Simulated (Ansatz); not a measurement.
# Glassy 71SiO2-29BaO (mol %) (65 atoms) under strain, part 2 of 3

Aim: relax glassy 71SiO2-29BaO (mol %) (65 atoms), then change its volume and shape to read moduli from the stress.

Ansatz 0.2.0; Kohn-Sham DFT, PBE, PAW (set soft_2), plane waves.

The cell: 17 Si, 7 Ba and 41 O. The quench rate of 100 K/ps far exceeds what a furnace or splat quench reaches. The network of bonds at the start is that of the classical potential that made the cell. Only the Γ point is sampled. Spin–orbit coupling is left out.

So far. Step 2 (Single point at the start): The r.m.s. force at the start is 1.3 eV/Å. Step 3 (Cell and atoms relaxed): The relaxation converged after 18 steps, with a largest force component of 0.030 eV/Å.

### 4. Single point at the relaxed geometry

The electronic structure is read at the final geometry, in a run of its own.

input.yaml

```yaml
crystal:
  lattice:
    - [10.34084, 0.26452, 0.22955]
    - [0.26452, 10.26185, 0.16745]
    - [0.22955, 0.16745, 9.91869]
  atoms:
    - { symbol: Si, position: [0.09825, 0.9988, 0.43982] }
    - { symbol: Si, position: [0.45964, 0.20666, 0.29731] }
    - { symbol: Si, position: [0.22553, 0.23555, 0.50833] }
    - { symbol: Si, position: [0.04077, 0.47765, 0.53552] }
    - { symbol: Si, position: [0.55526, 0.7164, 0.22675] }
    - { symbol: Si, position: [0.97423, 0.04866, 0.90072] }
    [... 53 atom lines left out ...]
    - { symbol: O, position: [0.78351, 0.42952, 0.28273] }
    - { symbol: O, position: [0.18431, 0.1635, 0.09977] }
    - { symbol: O, position: [0.77651, 0.97182, 0.28293] }
    - { symbol: O, position: [0.10192, 0.14479, 0.49864] }
    - { symbol: O, position: [0.71464, 0.35505, 0.04334] }
    - { symbol: O, position: [0.69705, 0.76813, 0.61865] }
kpoints:
  mp_grid: { grid: [1, 1, 1] }
hamiltonian:
  xc: pbe
scf:
  occupations: { method: fixed }
output:
  forces: true
  stress: true
  populations: true
  dos:
    method: { smearing: { sigma: 0.1 } }
    de: 0.1
    projected: { site_lists: { Ba: [Ba], O: [O], Si: [Si] } }
  eigenvalues: true
  write_density: true
  write_potential: true
  volumetric_format: npy
  elf: true
```

On the command line:

```bash
$ ansatz run input.yaml --threads 4 --pin off --max-ram 8192MiB --backend cpu --events-out ev --progress --plain --runs-dir out
```

Numbers of over 12 decimals in the logs are rounded to 6 here.

Output:

```text
[...]
Crystal: 65 atoms, lattice volume = 1051.029 Å³
Basis set: ecut = 420 eV, 20565 PW (Γ), exchange–correlation on 144×144×144 points (8 copies of the dense FFT grid, shifted against one another)
Bands: 257, of which v1, the nominal top of the filled ones, is band 192 counted from 1 (191 counted from 0)
Symmetry: 1 space group operations
[...]
k-points: 1
[...]
SCF iter   1: F=—  HF=-75802.288201 eV  |F-HF|=—  |Δ(HF+E_count)|=         —  Δρ=1.74e-3  dr2=3.18e-2  ethr=1.77e-3  ⟨swp⟩=5.0  Hψ=1007  notcnv=0  defer=63
[...]
SCF iter   9: F=-75802.300508 eV  HF=-75802.300508 eV  |F-HF|=1.38e-8  |Δ(HF+E_count)|=   3.60e-8  Δρ=1.30e-6  dr2=1.84e-8  ethr=2.60e-11  ⟨swp⟩=22.0  Hψ=2800  notcnv=0
SCF 1 converged in 9 iterations: F = -75802.300508 eV  dr2 = 1.84e-8
[...]
SCF converged after 9 iterations
Free energy (F): -75802.300508 eV
[...]
Internal energy: -75802.300508 eV  (E = F + TS)
E sigma→0 (E₀):  -75802.300508 eV
Fermi energy:    4.023990 eV
[...]
--- Forces (eV/Å), atoms counted from 1 ---
  atom   1  Si     0.00839126     0.01113028    -0.01828493
  atom   2  Si     0.01628875    -0.00226087     0.01055047
  atom   3  Si     0.00465217     0.00777678     0.00125770
  atom   4  Si     0.02190187    -0.00935491     0.00712463
  atom   5  Si    -0.00129499     0.00464981    -0.01143211
  atom   6  Si    -0.01287565    -0.01144526    -0.00605855
  atom   7  Si     0.01386778     0.00198037    -0.01330482
  atom   8  Si     0.00046504    -0.02116842     0.00230629
  atom   9  Si     0.00712447    -0.00983854     0.00982592
  atom  10  Si     0.01694423     0.00245932    -0.01519816
  atom  11  Si     0.00429450    -0.00983936     0.00087686
  atom  12  Si    -0.01343256     0.00875206     0.00751722
  atom  13  Si    -0.01236560    -0.01623968    -0.00740845
  atom  14  Si    -0.00430533    -0.00657215     0.01871105
[...]
atom  64  O     -0.00084307     0.00340521    -0.00253282
  atom  65  O     -0.00352816    -0.00076369    -0.00717610
  max |Σ_I F_I| component: 7.32e-5 eV/Å
--- Stress (GPa, compression-positive) ---
       -0.004077       0.010284       0.008414
        0.010284      -0.001134      -0.002666
        0.008414      -0.002669       0.006856
  P = ⅓ Tr σ = 0.0005 GPa (0.005 kbar)
--- Band table (eV) ---
[...]
--- Löwdin populations: 65 sites ---
  site symbol       q [e]
     0     Si      2.2620
     1     Si      2.3446
     2     Si      2.2604
[...]
64      O      7.0369
  spilling = 0.014161 (of n_electrons = 384.000000)
```

Elapsed: 14 s, on 4 threads of Arm Neoverse V1, shared host; peak memory 1.2 GiB.

The run gave:

```
free energy                                      : -75802.3005 eV
free energy per atom                             : -1166.1892 eV/atom
SCF cycles                                       : 9
pressure                                         : 0.0005482 GPa
r.m.s. force component                           : 0.00798 eV/Å
longest force                                    : 0.03358 eV/Å
Fermi energy                                     : 4.024 eV
gap (highest filled to lowest empty level) : 4.019 eV
spilling of the projection                       : 0.01416
```

Löwdin charges by element (they lack the spilled electrons, 0.084 e an atom on average):

| element | coordination | atoms | mean charge (e) | spread | least | most |
| --- | --- | --- | --- | --- | --- | --- |
| Ba | all | 7 | 1.85 | 0.0067 | 1.84 | 1.86 |
| O | all | 41 | -0.879 | 0.0984 | -1.05 | -0.782 |
| Si | all | 17 | 1.68 | 0.0507 | 1.58 | 1.75 |

Density of states as counts of states in windows of 1 eV (from the Fermi level), total and the larger projections:

| from (eV) | to (eV) | total | O p | Si p |
| --- | --- | --- | --- | --- |
| -10 | -9 | 8.6 | 4.0 | 0.3 |
| -9 | -8 | 9.9 | 6.6 | 0.8 |
| -8 | -7 | 10.4 | 7.3 | 1.3 |
| -7 | -6 | 19.2 | 14.5 | 3.5 |
| -6 | -5 | 10.6 | 8.2 | 1.8 |
| -5 | -4 | 23.4 | 18.7 | 2.4 |
| -4 | -3 | 43.0 | 36.9 | 2.6 |
| -3 | -2 | 49.5 | 45.4 | 1.5 |
| -2 | -1 | 41.5 | 38.5 | 0.9 |
| -1 | 0 | 31.4 | 29.4 | 0.6 |
| 0 | 1 | 0.9 | 0.9 | 0.0 |
| 1 | 3 | 0.0 | 0.0 | 0.0 |
| 3 | 4 | 1.1 | 0.0 | 0.0 |
| 4 | 5 | 0.9 | 0.0 | 0.0 |

With fixed occupations the program's Fermi level is the highest filled level; weight inside the gap is the broadening of levels at its edges.

Between -26 and -10 eV lie 136 more states.

The levels nearest the highest filled one (over half full), pooled over k-points and spins:

| level less the highest filled one (eV) | occupation |
| --- | --- |
| -0.482 | 2 |
| -0.350 | 2 |
| -0.276 | 2 |
| -0.166 | 2 |
| -0.0454 | 2 |
| 0 | 2 |
| 4.02 | 0 |
| 5.29 | 0 |
| 5.53 | 0 |
| 5.61 | 0 |
| 5.66 | 0 |
| 5.71 | 0 |

Valence density in the ac plane at fractional y = 0.713, with atoms of Si and Ba and O within 0.2 Å of it. It is the smooth field of the valence electrons, not physical close to the nuclei.

Ten steps, logarithmic in the rise over the least value, from '0' (0.0 e/Å³) to '9' (6.7 e/Å³), each cell a mean:
```
00001112358997410000000000000
00000001247997410000000000000
00000000125665210000000000000
00000111112332100000000000000
21012444211110000000000001222
43124787521100000000100013455
64335899632100000112221124666
65324788632111112234543235666
65323455422223333356764224666
54211222212234432356764223566
32100011111234432245543111234
22110000000123333333321000112
22210000000011235553210000012
23210000000001257885210000012
22210000000001258996310000112
32100000001211257986310012344
53100000124544345664210024566
65311111247886433332100135666
65323322258997531232100136655
65345654347886432332100135666
53358975445554322322100013555
22358986433332111111000011233
01246765434543110000000011111
00113333346775310000000000000
```
Columns run along a (10.3 Å), rows up along c (9.9 Å). Atoms in or near the plane, at fractional coordinates: Si at (0.56, 0.23), Si at (0.58, 0.55), Ba at (0.95, 0.22), O at (0.22, 0.71), O at (0.40, 0.95), O at (0.60, 0.38), O at (0.40, 0.22).

ELF in the ac plane at fractional y = 0.713, with atoms of Si and Ba and O within 0.2 Å of it. It is the smooth field of the valence electrons, not physical close to the nuclei.

Ten even steps from '0' (0.00) to '9' (0.89), each cell a mean:
```
00122211478569841000000111000
00000001378779852000000000000
00000000148998741000000000000
00002331002455310000000000111
51026887300000000001100003677
95138999730000000013431027999
98238867851000000136663039988
99327988851011111358886139954
99414888631233322478997228976
97201355311455521279998315999
31000011102466522247876301465
12210000001344311223333100001
56530000000011147873100000013
56641000000000379888410000013
23321000000000487469730000111
21000000034421278789730025665
85100000168874248886410169999
99301210279888512332100289834
78315641178669722111000289600
97258875258888711121000059866
83389788437765311110000015899
31488788412321000000000001256
00489887325653100000000121000
00356653368888510000000221000
```
Columns run along a (10.3 Å), rows up along c (9.9 Å). Atoms in or near the plane, at fractional coordinates: Si at (0.56, 0.23), Si at (0.58, 0.55), Ba at (0.95, 0.22), O at (0.22, 0.71), O at (0.40, 0.95), O at (0.60, 0.38), O at (0.40, 0.22).

Filled and empty levels are parted by 4.02 eV (at Γ alone); a semilocal functional tends to put such gaps too low. In a disordered cell it changes from sample to sample, and tail or defect levels can set it. Mean Löwdin charges: Ba +1.85, O -0.88, Si +1.68 e (they miss 1.4 % of the electrons, so they add up to more than the cell's charge).

### 5. Volume -3 %

The relaxed cell is scaled evenly and the atoms are relaxed again; the stress at the end gives one point of P(V).

input.yaml, the sections that differ from step 4:

```yaml
crystal:
  lattice:
    - [10.23638, 0.26185, 0.22723]
    - [0.26185, 10.15819, 0.16576]
    - [0.22723, 0.16576, 9.81849]
  atoms:
    [... the 65 atom lines of step 4 ...]
output:
  forces: true
  eigenvalues: true
  stress: true
relax:
  f_tol: 0.05
  max_steps: 70
# kpoints, hamiltonian, scf: as in step 4
```

Output:

```text
Warning: output.stress: scf.convergence.dr2_threshold = 1e-7 eV (the SCF's general default) is looser than the 6.5e-9 eV advised for a printed stress (1e-10 eV for each atom of the cell: 65). What an SCF threshold leaves in a stress goes as its square root, and in the free energy as the threshold itself, and one threshold admits the most on a small cell: [...]
[...]
Crystal: 65 atoms, lattice volume = 1019.498 Å³
Basis set: ecut = 420 eV, 19927 PW (Γ), exchange–correlation on 144×144×144 points (8 copies of the dense FFT grid, shifted against one another)
Bands: 257, of which v1, the nominal top of the filled ones, is band 192 counted from 1 (191 counted from 0)
Symmetry: 1 space group operations
[...]
k-points: 1
[...]
SCF iter   1: F=—  HF=-75801.885980 eV  |F-HF|=—  |Δ(HF+E_count)|=         —  Δρ=1.76e-3  dr2=3.17e-2  ethr=1.77e-3  ⟨swp⟩=5.0  Hψ=1013  notcnv=0  defer=59
[...]
SCF iter   6: F=-75801.898567 eV  HF=-75801.898567 eV  |F-HF|=6.47e-8  |Δ(HF+E_count)|=   5.46e-6  Δρ=2.54e-5  dr2=6.24e-6  ethr=1.11e-8  ⟨swp⟩=18.0  Hψ=1931  notcnv=0
SCF 1 converged in 6 iterations: F = -75801.898567 eV  dr2 = 6.24e-6
[...]
relax step   1: F+E_penalty+E_count = -75801.89856680 eV  Δ(F+E_penalty+E_count) = +0.000e0 eV  max|allowed force component| = 5.550e-1 eV/Å  Δτ_max = 0.0000 Å  (6 SCF iters, dr2 threshold 6.25e-5 eV, accepted)
[...]
relax step   2: F+E_penalty+E_count = -75802.03348597 eV  Δ(F+E_penalty+E_count) = -1.349e-1 eV  max|allowed force component| = 3.205e-1 eV/Å  Δτ_max = 0.1031 Å  (6 SCF iters, dr2 threshold 1.92e-5 eV, accepted)
[...]
relax step   3: F+E_penalty+E_count = -75802.11814685 eV  Δ(F+E_penalty+E_count) = -8.466e-2 eV  max|allowed force component| = 2.401e-1 eV/Å  Δτ_max = 0.0712 Å  (6 SCF iters, dr2 threshold 6.42e-6 eV, accepted)
relax step   4: F+E_penalty+E_count = -75802.03275429 eV  Δ(F+E_penalty+E_count) = +8.539e-2 eV  max|allowed force component| = 1.087e0 eV/Å  Δτ_max = 0.2000 Å  (7 SCF iters, dr2 threshold 1.92e-5 eV, rejected (line search))
relax step   5: F+E_penalty+E_count = -75802.14638747 eV  Δ(F+E_penalty+E_count) = -2.824e-2 eV  max|allowed force component| = 1.678e-1 eV/Å  Δτ_max = 0.1000 Å  (9 SCF iters, accepted)
relax step   6: F+E_penalty+E_count = -75802.14669012 eV  Δ(F+E_penalty+E_count) = -3.026e-4 eV  max|allowed force component| = 1.211e-1 eV/Å  Δτ_max = 0.1000 Å  (7 SCF iters, dr2 threshold 1.37e-5 eV, accepted)
relax step   7: F+E_penalty+E_count = -75802.16184977 eV  Δ(F+E_penalty+E_count) = -1.516e-2 eV  max|allowed force component| = 3.254e-2 eV/Å  Δτ_max = 0.0815 Å  (6 SCF iters, dr2 threshold 7.16e-6 eV, accepted)
[...]
relax step   8: F+E_penalty+E_count = -75802.16185194 eV  Δ(F+E_penalty+E_count) = -2.171e-6 eV  max|allowed force component| = 3.225e-2 eV/Å  Δτ_max = 0.0000 Å  (4 SCF iters, accepted)
SCF converged after 4 iterations
Free energy (F): -75802.161852 eV
[...]
Internal energy: -75802.161852 eV  (E = F + TS)
E sigma→0 (E₀):  -75802.161852 eV
Fermi energy:    4.298945 eV
[...]
--- Forces (eV/Å), atoms counted from 1 ---
  atom   1  Si     0.00300844    -0.00633188     0.00423111
  atom   2  Si    -0.00203705     0.01966506    -0.00464179
  atom   3  Si    -0.00162307    -0.00592972     0.00464604
  atom   4  Si     0.00580367     0.01485494    -0.01462322
  atom   5  Si    -0.00546674    -0.00263533     0.00720171
  atom   6  Si    -0.00379370    -0.01851028     0.00224623
  atom   7  Si    -0.00526642     0.01895968     0.01199166
  atom   8  Si    -0.00051609     0.00481779     0.00471469
  atom   9  Si     0.00763198     0.00534746    -0.01819417
  atom  10  Si    -0.00409948     0.00850626    -0.01493253
  atom  11  Si     0.00797028     0.01725651     0.01856467
  atom  12  Si    -0.00620127    -0.00879528     0.01755939
  atom  13  Si     0.00099265     0.01645120    -0.01406634
  atom  14  Si    -0.00375583    -0.03225377    -0.01090928
[...]
atom  64  O     -0.01074937    -0.00828941    -0.00103444
  atom  65  O     -0.00122387     0.01129894     0.00649758
  max |Σ_I F_I| component: 3.94e-5 eV/Å
--- Stress (GPa, compression-positive) ---
        1.170585      -0.129465       0.044715
       -0.129465       1.567176       0.147008
        0.044716       0.147006       1.474441
  P = ⅓ Tr σ = 1.4041 GPa (14.041 kbar)
--- Band table (eV) ---
[...]
--- Relaxed structure (8 steps of the walk, 7 accepted, 0 SCFs on fresh bases) ---
  F+E_penalty+E_count = -75802.16185194 eV   max|allowed force component| = 3.225e-2 eV/Å
  atoms:
    - { symbol: Si, position: [0.097678, 0.997638, 0.443120] }
    - { symbol: Si, position: [0.459075, 0.204207, 0.300658] }
    - { symbol: Si, position: [0.225753, 0.234074, 0.510401] }
    - { symbol: Si, position: [0.042044, 0.478479, 0.536001] }
[...]
- { symbol: O, position: [0.702480, 0.765270, 0.618406] }
```

It took 69 s on 4 threads; peak memory 1.2 GiB; 4.3 min of CPU time.

The program notes that the SCF threshold is loose for the stress.

The relaxation converged after 8 steps, 0.263 eV below its start, with a largest force component of 0.032 eV/Å.

Volume -3 %: the energy stands 0.139 eV above that of the reference, at a pressure of 1.40 GPa.

### 6. Volume +3 %

The relaxed cell is scaled to another volume.

Input and log are left out; they have the form of those shown for this kind of step.

Wall time 62 s (4 threads of Arm Neoverse V1, shared host); peak memory 1.2 GiB.

The relaxation converged after 7 steps, 0.237 eV below its start, with a largest force component of 0.032 eV/Å.

Volume +3 %: the energy stands 0.123 eV above that of the reference, at a pressure of -1.18 GPa.

### 7. Volume -6 %

The relaxed cell is scaled to another volume.

Input and log are left out; they have the form of those shown for this kind of step.

It took 71 s on 4 threads of Arm Neoverse V1, shared host; peak memory 1.1 GiB.

The relaxation converged after 8 steps, 1.12 eV below its start, with a largest force component of 0.043 eV/Å.

Volume -6 %: the energy stands 0.570 eV above that of the reference, at a pressure of 2.99 GPa.

### 8. Volume +6 %

The relaxed cell is scaled to another volume.

Input and log are left out; they have the form of those shown for this kind of step.

It took 68 s on 4 threads of Arm Neoverse V1, shared host; peak memory 1.2 GiB; 4.3 min of CPU time.

The relaxation converged after 7 steps, 0.931 eV below its start, with a largest force component of 0.039 eV/Å.

Volume +6 %: the energy stands 0.431 eV above that of the reference, at a pressure of -1.97 GPa.

### 9. Volume -10 %

The relaxed cell is scaled to another volume.

Input and log are left out; they have the form of those shown for this kind of step.

Elapsed: 1.7 min, on 4 threads of Arm Neoverse V1, shared host; peak memory 1.1 GiB.

The relaxation converged after 13 steps, 3.45 eV below its start, with a largest force component of 0.040 eV/Å.

Volume -10 %: the energy stands 1.58 eV above that of the reference, at a pressure of 4.71 GPa.

### 10. Stretched by 1 % along x

The relaxed cell is strained along x alone, which gives the stiffness along x and its coupling to y and z.

input.yaml, the sections that differ from step 5:

```yaml
crystal:
  lattice:
    - [10.44425, 0.26452, 0.22955]
    - [0.26717, 10.26185, 0.16745]
    - [0.23185, 0.16745, 9.91869]
  atoms:
    [... the 65 atom lines of step 4 ...]
# kpoints, hamiltonian, scf, output, relax: as in step 5
```

Output:

```text
[...]
Crystal: 65 atoms, lattice volume = 1061.539 Å³
Basis set: ecut = 420 eV, 20767 PW (Γ), exchange–correlation on 144×144×144 points (8 copies of the dense FFT grid, shifted against one another)
Bands: 257, of which v1, the nominal top of the filled ones, is band 192 counted from 1 (191 counted from 0)
Symmetry: 1 space group operations
[...]
k-points: 1
[...]
SCF iter   1: F=—  HF=-75802.213608 eV  |F-HF|=—  |Δ(HF+E_count)|=         —  Δρ=1.74e-3  dr2=3.24e-2  ethr=1.77e-3  ⟨swp⟩=5.0  Hψ=1009  notcnv=0  defer=61
[...]
SCF iter   5: F=-75802.225930 eV  HF=-75802.225938 eV  |F-HF|=7.63e-6  |Δ(HF+E_count)|=   8.12e-5  Δρ=6.47e-5  dr2=4.34e-5  ethr=4.93e-8  ⟨swp⟩=2.0  Hψ=358  notcnv=0  defer=63
SCF iter   6: F=-75802.225946 eV  HF=-75802.225946 eV  |F-HF|=8.02e-7  |Δ(HF+E_count)|=   8.34e-6  Δρ=2.69e-5  dr2=7.07e-6  ethr=1.13e-8  ⟨swp⟩=18.0  Hψ=2229  notcnv=0
SCF 1 converged in 6 iterations: F = -75802.225946 eV  dr2 = 7.07e-6
[...]
relax step   1: F+E_penalty+E_count = -75802.22594553 eV  Δ(F+E_penalty+E_count) = +0.000e0 eV  max|allowed force component| = 3.517e-1 eV/Å  Δτ_max = 0.0000 Å  (6 SCF iters, dr2 threshold 6.25e-5 eV, accepted)
[...]
relax step   2: F+E_penalty+E_count = -75802.23928774 eV  Δ(F+E_penalty+E_count) = -1.334e-2 eV  max|allowed force component| = 2.351e-1 eV/Å  Δτ_max = 0.0727 Å  (6 SCF iters, dr2 threshold 7.73e-6 eV, accepted)
[...]
relax step   3: F+E_penalty+E_count = -75802.26978396 eV  Δ(F+E_penalty+E_count) = -3.050e-2 eV  max|allowed force component| = 1.196e-1 eV/Å  Δτ_max = 0.0418 Å  (6 SCF iters, dr2 threshold 3.45e-6 eV, accepted)
relax step   4: F+E_penalty+E_count = -75802.25595615 eV  Δ(F+E_penalty+E_count) = +1.383e-2 eV  max|allowed force component| = 2.045e-1 eV/Å  Δτ_max = 0.1018 Å  (7 SCF iters, dr2 threshold 3.71e-6 eV, rejected (line search))
relax step   5: F+E_penalty+E_count = -75802.27764675 eV  Δ(F+E_penalty+E_count) = -7.863e-3 eV  max|allowed force component| = 5.138e-2 eV/Å  Δτ_max = 0.0283 Å  (9 SCF iters, accepted)
[...]
relax step   6: F+E_penalty+E_count = -75802.27863181 eV  Δ(F+E_penalty+E_count) = -9.851e-4 eV  max|allowed force component| = 3.198e-2 eV/Å  Δτ_max = 0.0067 Å  (6 SCF iters, accepted)
SCF converged after 6 iterations
Free energy (F): -75802.278632 eV
[...]
Internal energy: -75802.278632 eV  (E = F + TS)
E sigma→0 (E₀):  -75802.278632 eV
Fermi energy:    3.953788 eV
[...]
Σ components = -75802.278632   (vs F -75802.278632, Δ=0.00e0)
--- Forces (eV/Å), atoms counted from 1 ---
  atom   1  Si     0.00306672    -0.00607875     0.00624563
  atom   2  Si     0.01304922    -0.00532151    -0.00010625
  atom   3  Si     0.00801874    -0.00130858    -0.01132343
  atom   4  Si    -0.00313672     0.02781146    -0.00621785
[...]
atom  65  O      0.00250054     0.00605750     0.00409071
  max |Σ_I F_I| component: 1.49e-4 eV/Å
--- Stress (GPa, compression-positive) ---
       -0.635314       0.104141      -0.008954
        0.104141      -0.279345      -0.023960
       -0.008955      -0.023962      -0.169574
  P = ⅓ Tr σ = -0.3614 GPa (-3.614 kbar)
--- Band table (eV) ---
[...]
--- Relaxed structure (6 steps of the walk, 5 accepted, 0 SCFs on fresh bases) ---
  F+E_penalty+E_count = -75802.27863181 eV   max|allowed force component| = 3.198e-2 eV/Å
  atoms:
    - { symbol: Si, position: [0.098098, 0.998348, 0.438823] }
    - { symbol: Si, position: [0.459325, 0.207199, 0.296981] }
    - { symbol: Si, position: [0.225207, 0.235713, 0.507437] }
    - { symbol: Si, position: [0.040729, 0.477142, 0.535684] }
[...]
- { symbol: O, position: [0.692620, 0.768988, 0.619518] }
```

The job ended after 54 s (4 threads; peak memory 1.2 GiB; 3.4 min of CPU time).

The relaxation converged after 6 steps, 0.0527 eV below its start, with a largest force component of 0.032 eV/Å.

Stretched by 1 % along x: the energy stands 0.0219 eV above that of the reference, at a pressure of -0.361 GPa.

(Part 2 of 3 ends here.)

[Logs are printed without paths, hosts, clocks, repeated set-up lines and the standing remarks that a program may print on its own settings, such as how far it seeks lower states.]

[Hosts, paths, dates, database ids (printed as entryN), source tags and the programs' standing remarks are cut or masked in the printed files.]
